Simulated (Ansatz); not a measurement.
## What BiN (model cell, started as zinc blende) distorts into

Wanted: the energy along a soft mode of BiN (model cell, started as zinc blende) and the structure at the end.

Main program and level: Ansatz 0.2.0; DFT PBEsol, scalar-relativistic, plane waves, PAW.

The structure was built from a prototype and need not be the compound's stable phase.

## (1) Set-up

It takes space group F-43m (No. 216, cubic). Conventional cell: a = 5.480 Å, b = 5.480 Å, c = 5.480 Å, α = 90.00°, β = 90.00°, γ = 90.00°. Bi has 4 N at 2.37 Å nearest. N has 4 Bi at 2.37 Å nearest. Farther neighbours and most contacts between anions are not listed.

## (2) The dispersion

The cell comes from relaxations at this level that are not shown. Stability and thermal properties need the whole zone. Linear response on a 4×4×4 q mesh gives force constants as far as a supercell of that size would.

input.yaml reads:

```yaml
crystal:
  lattice:
    - [0.0, 2.7401716009, 2.7401716009]
    - [2.7401716009, 0.0, 2.7401716009]
    - [2.7401716009, 2.7401716009, 0.0]
  atoms:
    - { symbol: Bi, position: [0.0, 0.0, 0.0] }
    - { symbol: "N", position: [0.25, 0.25, 0.25] }
kpoints:
  mp_grid: { grid: [16, 16, 16] }
hamiltonian:
  xc: pbesol
scf:
  occupations: { method: methfessel_paxton, width: 0.2 }
output:
  eigenvalues: true
phonons:
  method: dfpt
  qmesh: [4, 4, 4]
  temperatures: { t_max: 1000, t_step: 50 }
  qpath:
    path:
      - [[0.0, 0.0, 0.0], [-0.5, -0.5, 0.0], [-0.375, -0.375, 0.25]]
      - [[-0.375, 0.0, 0.375], [0.0, 0.0, 0.0], [0.0, 0.0, 0.5], [-0.5, -0.25, 0.25], [-0.5, -0.5, 0.0]]
    npoints: 10
```

On the command line:

```console
$ ansatz run input.yaml --threads 4 --pin off --max-ram 7168MiB --backend cpu --events-out ev --progress --plain --runs-dir out
```

Numbers of over 12 decimals in the logs are rounded to 6 here.

Output:

```text
Warning: phonons: the dynamical matrix that this run interpolates holds no multipole term above the dipole-dipole one, and a site of this crystal is no centre of inversion, so its interpolated transverse optical and acoustic branches and sound speeds can stay off near Gamma, and the density of states and the thermodynamics with them. What a run solves at a wave vector of phonons.qpoints, Gamma apart, where the deck admits one, is free of this, and under fd what a larger phonons.supercell samples
Engine: ansatz 0.2.0, aarch64-unknown-linux-gnu
Pseudopotentials: kind: paw
Pseudopotential: Bi, paw, valence charge 15, recommended cutoff 420 eV (normal), Bi.paw.azcp
Pseudopotential: N, paw, valence charge 5, recommended cutoff 420 eV (normal), N.paw.azcp
Functional definition: PBEsol
  exchange = pbesol_x
  correlation = pbesol_c
Crystal: 2 atoms, lattice volume = 41.149 Å³
Basis set: ecut = 420 eV, 821 PW (Γ), exchange–correlation on 54×54×54 points (8 copies of the dense FFT grid, shifted against one another)
Bands: 14, of which v1, the nominal top of the filled ones, is band 10 counted from 1 (9 counted from 0)
Symmetry: 24 space group operations
k-points: 145 of 4096 (time reversal used)
Non-local potential: Bi, projectors of the file, l = 0: 2, l = 1: 2, l = 2: 2, l = 3: 2
Non-local potential: N, projectors of the file, l = 0: 2, l = 1: 2, l = 2: 1
PAW form: soft (Blöchl's): semilocal exchange-correlation on the pseudo side does not see the compensation charge
PAW frozen core: Bi, regenerated for the run's functional, and the local potential with it (the file was generated under x = pbe(κ = 0.804, μ = 0.219515), c = pbe(β = 0.066725))
PAW frozen core: N, regenerated for the run's functional, and the local potential with it (the file was generated under x = pbe(κ = 0.804, μ = 0.219515), c = pbe(β = 0.066725))
PAW one-centre angular grid: Bi, 590 points (default); XC on 64 Gauss nodes
PAW one-centre angular grid: N, 110 points (default); XC on 64 Gauss nodes
Initial density: superposition of atomic densities (neutral atoms: chi_scale 0, normalization atom), corrected by the library's trained network
Initial wavefunctions: pseudopotential atomic-orbital guess
Functional: x = pbesol(κ = 0.804, μ = 0.123457), c = pbesol(β = 0.046)
SCF iter   1: F=—  HF=-12618.913948 eV  |F-HF|=—  |Δ(HF+E_count)|=         —  Δρ=1.81e-2  dr2=1.86e-1  ethr=1.77e-3  ⟨swp⟩=5.0  Hψ=9508  notcnv=0
preconditioner: auto → LDOS  [metal: Δε(μ)=0.054 eV  Ē_g=19.056 eV  σ=0.200 eV  W_gap=0.22  n_scr=14 (ndim 8)  ℏωp=25.9 eV  f_vac=0.018  D(μ)=0.93/eV (n_scr^D=8)  β→1.0]
SCF iter   2: F=—  HF=-12618.884009 eV  |F-HF|=—  |Δ(HF+E_count)|=   2.99e-2  S|Δr|=    0.00e0  Δρ=6.37e-3  dr2=1.56e-2  ethr=9.31e-4  ⟨swp⟩=2.0  Hψ=3605  notcnv=0
preconditioner: auto → Kerker (q_TF=auto, 2.419 Å⁻¹)  [metal: Δε(μ)=0.001 eV  Ē_g=19.061 eV  σ=0.200 eV  W_gap=0.00  n_scr=14 (ndim 8)  ℏωp=25.9 eV  f_vac=0.012  D(μ)=0.79/eV (n_scr^D=0)  β→0.5]
SCF iter   3: F=—  HF=-12618.881182 eV  |F-HF|=—  |Δ(HF+E_count)|=   2.83e-3  S|Δr|=    0.00e0  Δρ=9.12e-4  dr2=1.58e-4  ethr=7.82e-5  ⟨swp⟩=2.1  Hψ=2447  notcnv=0
SCF iter   4: F=—  HF=-12618.881258 eV  |F-HF|=—  |Δ(HF+E_count)|=   7.58e-5  S|Δr|=    0.00e0  Δρ=2.54e-4  dr2=4.29e-5  ethr=7.92e-7  ⟨swp⟩=2.0  Hψ=2681  notcnv=0
SCF iter   5: F=—  HF=-12618.881261 eV  |F-HF|=—  |Δ(HF+E_count)|=   3.22e-6  S|Δr|=    0.00e0  Δρ=7.92e-5  dr2=4.52e-6  ethr=2.15e-7  ⟨swp⟩=2.0  Hψ=2584  notcnv=0
SCF iter   6: F=—  HF=-12618.881273 eV  |F-HF|=—  |Δ(HF+E_count)|=   1.16e-5  S|Δr|=    0.00e0  Δρ=2.82e-5  dr2=5.41e-7  ethr=2.26e-8  ⟨swp⟩=2.1  Hψ=2548  notcnv=0
SCF iter   7: F=—  HF=-12618.881265 eV  |F-HF|=—  |Δ(HF+E_count)|=   8.20e-6  S|Δr|=    0.00e0  Δρ=3.32e-6  dr2=2.56e-9  ethr=2.70e-9  ⟨swp⟩=2.9  Hψ=3563  notcnv=0
SCF iter   8: F=—  HF=-12618.881265 eV  |F-HF|=—  |Δ(HF+E_count)|=   1.65e-9  S|Δr|=    0.00e0  Δρ=1.17e-6  dr2=6.27e-10  ethr=1.28e-11  ⟨swp⟩=2.2  Hψ=3009  notcnv=0
SCF iter   9: F=-12618.881265 eV  HF=-12618.881265 eV  |F-HF|=1.27e-11  |Δ(HF+E_count)|=  1.09e-10  S|Δr|=    0.00e0  Δρ=1.16e-7  dr2=6.05e-12  ethr=1.00e-12  ⟨swp⟩=5.0  Hψ=10951  notcnv=0
SCF 1 converged in 9 iterations: F = -12618.881265 eV  dr2 = 6.05e-12
  greatest PAW one-centre occupation: 0.989 electrons in one spin orbital (limit 2), on the Bi atom at site 0 (counted from 0), in its partial waves of l = 2
Initial density: read from a saved state, or passed on in memory by an earlier SCF of this step, an earlier step, the calling program or the single point that the run made first
iter 1 solved again at ethr=8.67e-7 eV; its pass at ethr=3.10e-3 eV (dr2=1.73e-4 eV) is discarded
SCF iter   1: F=—  HF=-12618.881265 eV  |F-HF|=—  |Δ(HF+E_count)|=         —  Δρ=4.29e-6  dr2=3.82e-9  ethr=8.67e-7  ⟨swp⟩=3.2  Hψ=15337  notcnv=0
eigensolver tolerance schedule: the retry pair's looser diagonalisation over-reported the residual by 45450.04 of it (diagonalisation noise at an unbounded share of the residual, at the tolerance the schedule requests for it); recorded, not acted on — ethr = c·dr2/N_el stays at c = 1.0e-1
preconditioner: auto → Kerker (q_TF=auto, 2.419 Å⁻¹)  [metal: Δε(μ)=0.013 eV  Ē_g=19.042 eV  σ=0.200 eV  W_gap=0.05  n_scr=14 (ndim 8)  ℏωp=25.9 eV  f_vac=0.011  D(μ)=0.82/eV (n_scr^D=0)]
SCF iter   2: F=—  HF=-12618.881265 eV  |F-HF|=—  |Δ(HF+E_count)|=   5.77e-7  S|Δr|=    0.00e0  Δρ=2.63e-6  dr2=1.91e-9  ethr=1.91e-11  ⟨swp⟩=3.8  Hψ=5256  notcnv=0
SCF iter   3: F=—  HF=-12618.881265 eV  |F-HF|=—  |Δ(HF+E_count)|=  4.46e-10  S|Δr|=    0.00e0  Δρ=1.51e-6  dr2=5.14e-10  ethr=9.53e-12  ⟨swp⟩=1.0  Hψ=2034  notcnv=0
SCF iter   4: F=—  HF=-12618.881265 eV  |F-HF|=—  |Δ(HF+E_count)|=  1.36e-10  S|Δr|=    0.00e0  Δρ=1.06e-6  dr2=2.49e-10  ethr=2.57e-12  ⟨swp⟩=1.0  Hψ=2030  notcnv=0
SCF iter   5: F=—  HF=-12618.881265 eV  |F-HF|=—  |Δ(HF+E_count)|=  6.37e-11  S|Δr|=    0.00e0  Δρ=5.88e-7  dr2=7.40e-11  ethr=1.24e-12  ⟨swp⟩=2.0  Hψ=3043  notcnv=0
SCF iter   6: F=—  HF=-12618.881265 eV  |F-HF|=—  |Δ(HF+E_count)|=  2.18e-11  S|Δr|=    0.00e0  Δρ=3.40e-7  dr2=2.49e-11  ethr=1.00e-12  ⟨swp⟩=1.0  Hψ=2030  notcnv=0
SCF iter   7: F=-12618.881265 eV  HF=-12618.881265 eV  |F-HF|=9.09e-12  |Δ(HF+E_count)|=  9.09e-12  S|Δr|=    0.00e0  Δρ=8.91e-8  dr2=1.73e-12  ethr=1.00e-12  ⟨swp⟩=3.0  Hψ=4399  notcnv=0
SCF 2 converged in 7 iterations: F = -12618.881265 eV  dr2 = 1.73e-12
phonons: the bands overlap, so this run is a metal and interpolates without the dipole-dipole term. If the crystal is really an insulator or semiconductor, its LO-TO splitting is missing
NSCF: frozen V_eff on 145 k-points
NSCF: frozen V_eff on 349 k-points
DFPT response loops at q = (0, 0, 0) (fractional): preconditioner auto → Kerker (q_TF=auto, 2.419 Å⁻¹) (partly filled bands, converged f_vac=0.011); β = 1.00, the filter's whole step (`scf.mixing.beta` (0.50) is not read by the response loops under this deck's `scf.mixing.preconditioner`; to damp them name `kerker` or `kerker_dos`, under which they read `scf.mixing.beta`, and type it under 1.00, their step now; both keys bind the ground state too); Broyden in place of MSR1
NSCF: frozen V_eff on 4352 k-points
DFPT response loops at q = (0, 0, 0.25) (fractional): mixed as the last ones told, above
NSCF: frozen V_eff on 2196 k-points
DFPT response loops at q = (0, 0, -0.5) (fractional): mixed as the last ones told, above
NSCF: frozen V_eff on 2320 k-points
DFPT response loops at q = (0, 0.25, 0.25) (fractional): mixed as the last ones told, above
NSCF: frozen V_eff on 8192 k-points
DFPT response loops at q = (0, 0.25, -0.5) (fractional): mixed as the last ones told, above
NSCF: frozen V_eff on 4352 k-points
DFPT response loops at q = (0, 0.25, -0.25) (fractional): mixed as the last ones told, above
NSCF: frozen V_eff on 1242 k-points
DFPT response loops at q = (0, -0.5, -0.5) (fractional): mixed as the last ones told, above
NSCF: frozen V_eff on 2320 k-points
DFPT response loops at q = (0.25, -0.5, -0.25) (fractional): mixed as the last ones told, above
SCF converged after 9 iterations
Stability not checked: this state was not tested for a lower state beside it, because cold or Methfessel-Paxton smearing, or corrected tetrahedra, fill the levels in a way that the test cannot read (fill_not_monotonic; see scf.lower_state_search)
Free energy (F): -12618.881265 eV
Harris-Foulkes:  -12618.881265 eV  (|F-HF|=1.27e-11)
Internal energy: -12618.880265 eV  (E = F + TS)
E sigma→0 (E₀):  -12618.881015 eV
Entropy (-TS):   -0.000999 eV (-0.500 meV/atom)
Fermi energy:    9.981247 eV
--- Per-component energies (eV) ---
  E_band       = -95.856585
  E_kinetic    = 427.609640
  E_local      = -1697.342854  (includes V_loc(G=0)·N_el)
  E_nonlocal   = 611.029055
  E_hartree    = 543.852201
  E_xc         = -209.300983
  E_vxc        = -219.320100  (∫ρ·V_xc dr)
  E_paw        = -10630.967595  (= ΣΔE_a)
  E_vpaw       = -305.536326  (= ΣTr[D̂ρ^β])
  E_aug_tail   = -0.000384  (compensation charges beyond the density's cutoff)
  E_ewald      = -1663.877196
  E_core_change = 0.117851  (= ΣΔE_core)
  E_smearing   = -0.000999  (= −TS)
  E_closure    = 0.000000  (closes the sum)
  Σ components = -12618.881265   (vs F -12618.881265, Δ=0.00e0)
--- Band table (eV; the first three rows and the last of 145) ---
  k-point 0: bands = [... 6 lower, 2.9452, 7.8293, 7.8293, 7.8293, 13.0047, 13.0047, 13.0047, 16.2383]
  k-point 1: bands = [... 6 lower, 2.8401, 7.7891, 7.7891, 7.8242, 12.7679, 13.0553, 13.0553, 16.6457]
  k-point 2: bands = [... 6 lower, 2.5381, 7.6794, 7.6794, 7.7854, 12.3700, 13.1891, 13.1891, 17.4576]
  k-point 144: bands = [... 6 lower, -0.8705, 5.0451, 5.2476, 10.3284, 11.9228, 12.3407, 15.3723, 16.8137]
--- Phonons (Γ-DFPT): 2 representative perturbations + reference (Σ response iterations 6) ---
  ASR residual: 6.961e-5 → 0.000e0 eV/Å²; symmetrization residual: 6.999e-7 eV/Å²
  ASR residual per site (eV/Å²): 1.09e-5 6.96e-5
  Γ frequencies (cm⁻¹): 0.00 0.00 0.00 309.70 309.70 309.70
--- Phonons (arbitrary-q DFPT): 8 irreducible q on the 4×4×4 mesh ---
  q = [0.0000, 0.0000, 0.0000] (star 1, of the zone-centre solve; hermiticity 3.02e-7, symmetrization 1.25e-12): -0.00 0.00 0.00 309.70 309.70 309.70
  q = [0.0000, 0.0000, 0.2500] (star 8, 2 solved perturbations on 2176 of 4096 k-point pairs; hermiticity 2.86e-7, symmetrization 4.78e-13): -12.96 -12.96 62.11 248.86 292.08 292.08
  q = [0.0000, 0.0000, -0.5000] (star 4, 2 solved perturbations on 1098 of 4096 k-point pairs; hermiticity 4.04e-7, symmetrization 2.97e-13): 32.99 32.99 123.45 289.05 289.05 301.49
  q = [0.0000, 0.2500, 0.2500] (star 6, 4 solved perturbations in 3616 linear systems a pass and spin channel, the states on 1160 of 4096 k-point pairs; hermiticity 5.50e-7, symmetrization 2.46e-13): -72.69 -72.69 85.05 200.63 200.63 264.04
  q = [0.0000, 0.2500, -0.5000] (star 24, 4 solved perturbations in 12544 linear systems a pass and spin channel, the states on 4096 of 4096 k-point pairs; hermiticity 3.15e-7, symmetrization 8.59e-14): -30.10 -20.39 113.72 182.58 205.82 295.95
  q = [0.0000, 0.2500, -0.2500] (star 12, 4 solved perturbations in 6672 linear systems a pass and spin channel, the states on 2176 of 4096 k-point pairs; hermiticity 4.90e-7, symmetrization 2.70e-13): -27.13 22.59 103.81 205.48 275.48 285.78
  q = [0.0000, -0.5000, -0.5000] (star 3, 4 solved perturbations in 1940 linear systems a pass and spin channel, the states on 621 of 4096 k-point pairs; hermiticity 4.90e-7, symmetrization 2.38e-13): -107.01 -107.01 108.86 111.00 111.00 272.88
  q = [0.2500, -0.5000, -0.2500] (star 6, 4 solved perturbations in 3498 linear systems a pass and spin channel, the states on 1160 of 4096 k-point pairs; hermiticity 5.36e-7, symmetrization 2.24e-13): -80.14 51.47 114.54 138.25 153.43 251.52
  sum rule: each row above includes the acoustic sum rule's correction from the zone centre's row sums; it moved no ω² by more than (1.16 cm⁻¹)²
  mesh force constants: q→R imaginary residual 9.88e-19; ASR residual 6.961e-5 → 0.000e0 eV/Å²; symmetrization residual 1.776e-15 eV/Å²
  interpolated dispersion: 62 rows × 6 modes
  density of states and harmonic sums: on the 20×20×20 q-mesh, interpolated from the force constants of a 4×4×4 supercell (no non-analytic term)
  largest difference from the sums on the solved wave vectors: F 1.00e-1 eV, S 1.30e-4 and C_V 2.96e-5 eV/K
  zero-point energy: 0.051731 eV/cell   skipped modes (ω ≤ 0): 332, of them read as no rigid motion or as one in doubt: 329 (1.265e0 modes/cell left out, lowest -107.01 cm⁻¹)   left out of the sums: 2.11e-1 of the cell's modes: C_V's classical limit lies that fraction below 3 k_B per atom; for a crystal, a wire or a layer, F and S can be off by more, and a phonons.interpolated_qmesh denser along its periods is the remedy for the sampling
```

Elapsed: 8.8 min, on 4 threads of Arm Neoverse V1, shared host; peak memory 4.5 GiB.

Numbers from this step:

```yaml
volume_per_atom: 20.57 Å³
gap_on_the_k_mesh: 0 eV
sum_rule_residual_before_enforcement: 6.96e-5 eV/Å²
lowest_frequency_on_the_path: -107.0 cm⁻¹
point_group: -43m
highest_frequency_on_the_path_or_at_a_solved_wavevector: 310.1 cm⁻¹
highest_optical_mode_at_the_zone_centre_no_lo_to_term: 309.7 cm⁻¹
lowest_optical_zone_centre_mode: 309.7 cm⁻¹
lowest_mode_on_the_q_mesh_acoustic_modes_at_gamma_apart: -107.0 cm⁻¹
```

Frequencies (cm⁻¹) solved at each irreducible wavevector; negative means imaginary. Frequencies by wavevector, by row:

```csv
q in reciprocal lattice units,star,mode 1,mode 2,mode 3,mode 4,mode 5,mode 6
0 0 0,1,0,0,0,309.7,309.7,309.7
0 0 0.25,8,-13,-13,62.1,248.9,292.1,292.1
0 0 -0.5,4,33,33,123.5,289.1,289.1,301.5
0 0.25 0.25,6,-72.7,-72.7,85,200.6,200.6,264
0 0.25 -0.5,24,-30.1,-20.4,113.7,182.6,205.8,295.9
0 0.25 -0.25,12,-27.1,22.6,103.8,205.5,275.5,285.8
0 -0.5 -0.5,3,-107,-107,108.9,111,111,272.9
0.25 -0.5 -0.25,6,-80.1,51.5,114.5,138.2,153.4,251.5
```

Interpolated from a 4×4×4 q mesh. Phonon branches along the path, in cm⁻¹:

```
    point  branch 1  branch 2  branch 3  branch 4  branch 5  branch 6
        Γ         0         0         0       310       310       310
  halfway       -73       -73        85       201       201       264
        X      -107      -107       109       111       111       273
  halfway       -90       -84       111       114       123       275
        U       -37       -36       112       136       172       283
jump to K       -37       -36       112       136       172       283
  halfway       -50        21        81       223       271       293
        Γ         0         0         0       310       310       310
  halfway       -13       -13        62       249       292       292
        L        33        33       124       289       289       302
  halfway       -21        46       119       206       244       299
        W       -80        52       114       138       153       252
  halfway       -87       -60       112       123       124       271
        X      -107      -107       109       111       111       273
```

The phonon branches as a text plot (rows in cm⁻¹):

```
    301 |***                    ************    *******
    284 |  **          *********  ***    *  ********   **
    267 |   ***********      ** ****      *   *    ***      *****
    249 |                   *              ***      * *  ***
    232 |    **                 **                   * *
    215 |                  *   *
    197 |      *             **                       * *
    180 |       *         * *                          *
    162 |                * *                            **
    145 |        *      * *                              ****
    128 |         **   ***                      ******      ***
    110 |        **************               **      ***********
     93 |      **              *             *
     75 |    **                 *
     58 |   *                    *          *           ***
     41 |  *                      **       *     *******   *
     23 | *                *******  *     *   ***  ***      *
      6 |*                        ********   *
    -11 | *                * **      *  *****
    -29 |  *              *         *                 *
    -46 |   *            *     *****                   *     *
    -64 |    **         *                               *
    -81 |      **      **                                ******
    -98 |        *******                                      ***
         Γ           X  U|K            Γ         L        W     X
```

Symmetry leaves 8 wavevectors to solve. The lowest mode among them, the acoustic zeros apart, lies at q = (0, -0.5, -0.5) and is imaginary, 107.0i cm⁻¹, so the energy falls along it.

## (3) The mode frozen in, largest atomic shift 0 Å

The mode followed lies at q = (0, -0.5, -0.5) with frequency 107.0i cm⁻¹ and is 2-fold degenerate, the softest among the wavevectors solved. At small amplitude the distorted cell has space group no. 31 by a symmetry search on the positions. The undistorted cell that holds it gives the zero of energy on the same k mesh.

System of this step: BiN (model cell, started as zinc blende). It takes space group F-43m (No. 216, cubic). The conventional cell has a = 5.480 Å, b = 5.480 Å, c = 5.480 Å, α = 90.00°, β = 90.00°, γ = 90.00°. Nearest to Bi lie 4 N at 2.37 Å. N has 4 Bi at 2.37 Å nearest. Farther neighbours and most contacts between anions are not listed.

input.yaml reads:

```yaml
crystal:
  lattice:
    - [0.0, -2.7401716009, -2.7401716009]
    - [0.0, 2.7401716009, -2.7401716009]
    - [5.4803432018, 0.0, 0.0]
  atoms:
    - { symbol: Bi, position: [0.5, 0.5, 0.5] }
    - { symbol: Bi, position: [0.0, 0.0, 0.0] }
    - { symbol: "N", position: [0.0, 0.5, 0.75] }
    - { symbol: "N", position: [0.5, 0.0, 0.25] }
kpoints:
  mp_grid: { grid: [12, 12, 8] }
hamiltonian:
  xc: pbesol
scf:
  occupations: { method: methfessel_paxton, width: 0.2 }
output:
  forces: true
  stress: true
  eigenvalues: true
```

Output:

```text
[...]
Crystal: 4 atoms, lattice volume = 82.299 Å³
Basis set: ecut = 420 eV, 1611 PW (Γ), exchange–correlation on 54×54×80 points (8 copies of the dense FFT grid, shifted against one another)
Bands: 24, of which v1, the nominal top of the filled ones, is band 20 counted from 1 (19 counted from 0)
Symmetry: 16 space group operations
[...]
--- Band table (eV; the first three rows and the last of 140) ---
  k-point 0: bands = [... 16 lower, 7.8253, 7.8253, 7.8257, 9.0678, 9.6202, 13.0039, 13.0039, 13.0045]
  k-point 1: bands = [... 16 lower, 7.7125, 7.7125, 7.9414, 9.1302, 9.6166, 12.6018, 13.1184, 13.1184]
  k-point 2: bands = [... 16 lower, 7.4158, 7.4158, 8.2431, 9.2754, 9.6279, 11.8160, 13.4256, 13.4256]
  k-point 139: bands = [... 16 lower, 5.2452, 5.2452, 10.3244, 10.3244, 11.9207, 11.9207, 12.3396, 12.3396]
[key lines of the parts left out:]
SCF converged after 6 iterations
Free energy (F): -25237.766579 eV
Fermi energy:    9.967206 eV
P = ⅓ Tr σ = -0.0410 GPa (-0.410 kbar)
```

Wall time 5.9 s (4 threads); peak memory 0.48 GiB.

This step gave:

```yaml
pressure: -0.04101 GPa
energy_from_the_undistorted_cell: 0 meV/atom
```

The run ends at a pressure of -0.04 GPa.

(Part 1 of 3 ends here.)

[Logs are printed without paths, hosts, clocks, repeated set-up lines and the standing remarks that a program may print on its own settings, such as how far it seeks lower states.]

[Hosts, paths, dates, database ids (printed as entryN), source tags and the programs' standing remarks are cut or masked in the printed files.]
